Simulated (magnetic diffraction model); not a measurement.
# Li₃Mn₂AsO₆ below its ordering temperature

Space group C2/m (no. 12), a = 13.0190 Å, b = 3.1590 Å, c = 6.4080 Å, β = 102.37°.

```
site  atom       x    y       z
  2b    As       0  1/2       0
  4i    Mn  0.3252  1/2  0.6477
  4i     O  0.1613  1/2  0.5946
  4i     O  0.4975  1/2  0.2150
  4i     O  0.3516    0  0.9210
  4i    Li  0.3375  1/2  0.1962
  2d    Li       0  1/2     1/2
```

The compound is invented for this exercise: a known structure type with other elements, its cell scaled to their sizes and not relaxed.

Only Mn is taken to order (form factors of Mn2+); orders and moment sizes are assumed, and not adapted to the symmetry. Radiation: neutrons of λ = 1.8 Å, 3° to 50°; isotropic B of 0.56 Å² (As), 0.56 Å² (Mn), 0.6 Å² (O) and 0.86 Å² (Li). The intensities are simulated: I ∝ L Σ (|F_N|² + |F_M⊥|²) for unpolarised neutrons, with F_M = 2.695 fm/μB × Σ f(s) S exp(2πi Q·r) exp(−B s²) at Q = H ± k (one set where k and −k are equivalent), only the part normal to Q counting and L = 1/(sin²θ cos θ). For collinear order S is the moment m, which repeats by lattice and centring translations R with the sign exp(−2πi k·R). Form factors are spin-only for 3d ions and dipole or tabulated for f ions, scattering lengths are Sears's of 1992, and absorption is left out. A label names one of the reflections at its angle. The strongest nuclear line in the range is 100, and lines under 0.2 are left out.

Above the ordering temperature:

```
2θ (°)     index      I
 16.27   (2 0 0)   36.5
 16.53   (0 0 1)   40.1
 20.61  (2 0 -1)    7.0
 25.69   (2 0 1)   12.6
 32.89   (4 0 0)    0.8
 33.43   (0 0 2)    4.5
 33.57  (4 0 -1)    6.5
 33.96  (2 0 -2)    9.6
 34.14   (1 1 0)   11.8
 37.34  (1 1 -1)    3.6
 38.96   (1 1 1)    1.2
 40.23   (4 0 1)    0.4
 40.57   (2 0 2)   48.2
 41.62   (3 1 0)  100.0
 41.92  (4 0 -2)   45.8
 42.92  (3 1 -1)    5.3
 47.16   (3 1 1)    3.5
 47.18  (1 1 -2)   36.5
 49.43  (6 0 -1)    1.1
 49.85   (1 1 2)    4.5
```

Below it (cell unchanged):

```
2θ (°)      I
  8.12  362.2
 16.27   36.5
 16.53   40.1
 16.79    5.8
 19.96    0.6
 20.61    7.0
 24.52    0.9
 25.69   12.6
 26.54   15.5
 32.61    6.6
 32.89    0.8
 33.43    4.5
 33.57    6.5
 33.96    9.6
 34.14   11.8
 36.18    1.1
 37.10   16.2
 37.18    2.2
 37.22   12.6
 37.34    3.6
 38.96    1.2
 40.23    0.4
 40.57   48.2
 41.45    4.4
 41.62  100.0
 41.92   45.8
 42.37   12.4
 42.92    5.3
 46.20    2.8
 47.16    3.5
 47.18   36.5
 47.36    9.8
 47.76    5.0
 47.83    2.1
 47.86    6.2
 48.16    3.4
```
(The table stops after 36 lines; 3 more lie at higher angle.)

**Question.** Find the propagation vector, then choose among these models:
A. collinear moments along [001], 4.65 μB on Mn; signs + at (0.3252, 1/2, 0.6477), − at (0.1748, 0, 0.3523)
B. collinear moments along [010], 4.65 μB on Mn; signs + at (0.3252, 1/2, 0.6477), − at (0.1748, 0, 0.3523)
C. collinear moments along [010], 4.65 μB on Mn; signs + at (0.3252, 1/2, 0.6477), + at (0.1748, 0, 0.3523)
D. collinear moments along [001], 4.65 μB on Mn; signs + at (0.3252, 1/2, 0.6477), + at (0.1748, 0, 0.3523)

The new lines index as (1 0 0) at 8.12°, (1 0 -1) at 16.79°, (1 0 1) at 19.96° and (3 0 0) at 24.52°, that is as H ± k with k = (0 1 0). The indices are whole but break the lattice centring, so the moments reverse under a centring translation, those with k·t a half-integer.

Magnetic intensity, observed (below minus above) and for each model:

| 2θ (°) | index | observed | A | B | C | D |
| --- | --- | --- | --- | --- | --- | --- |
| 8.12 | (1 0 0) | 362.2 | 94.6 | 94.6 | 362.2 | 362.2 |
| 16.79 | (1 0 -1) | 5.8 | 1.4 | 18.6 | 77.7 | 5.8 |
| 19.96 | (1 0 1) | 0.6 | 21.6 | 62.8 | 1.9 | 0.6 |
| 24.52 | (3 0 0) | 0.9 | 38.2 | 38.2 | 0.9 | 0.9 |
| 26.54 | (3 0 -1) | 15.5 | 4.4 | 7.0 | 24.9 | 15.5 |
| 32.65 | (1 0 -2) | <0.2 | <0.2 | 17.4 | 0.6 | <0.2 |
| 33.11 | (0 1 0) | <0.2 | 17.3 | <0.2 | <0.2 | <0.2 |
| 39.31 | (2 1 -1) | <0.2 | 16.9 | 5.8 | <0.2 | <0.2 |

Model D matches.

The structure used: k = (0 1 0), collinear moments along [001], 4.65 μB on Mn; signs + at (0.3252, 1/2, 0.6477), + at (0.1748, 0, 0.3523).

[Logs are printed without paths, hosts, clocks, repeated set-up lines and the standing remarks that a program may print on its own settings, such as how far it seeks lower states.]
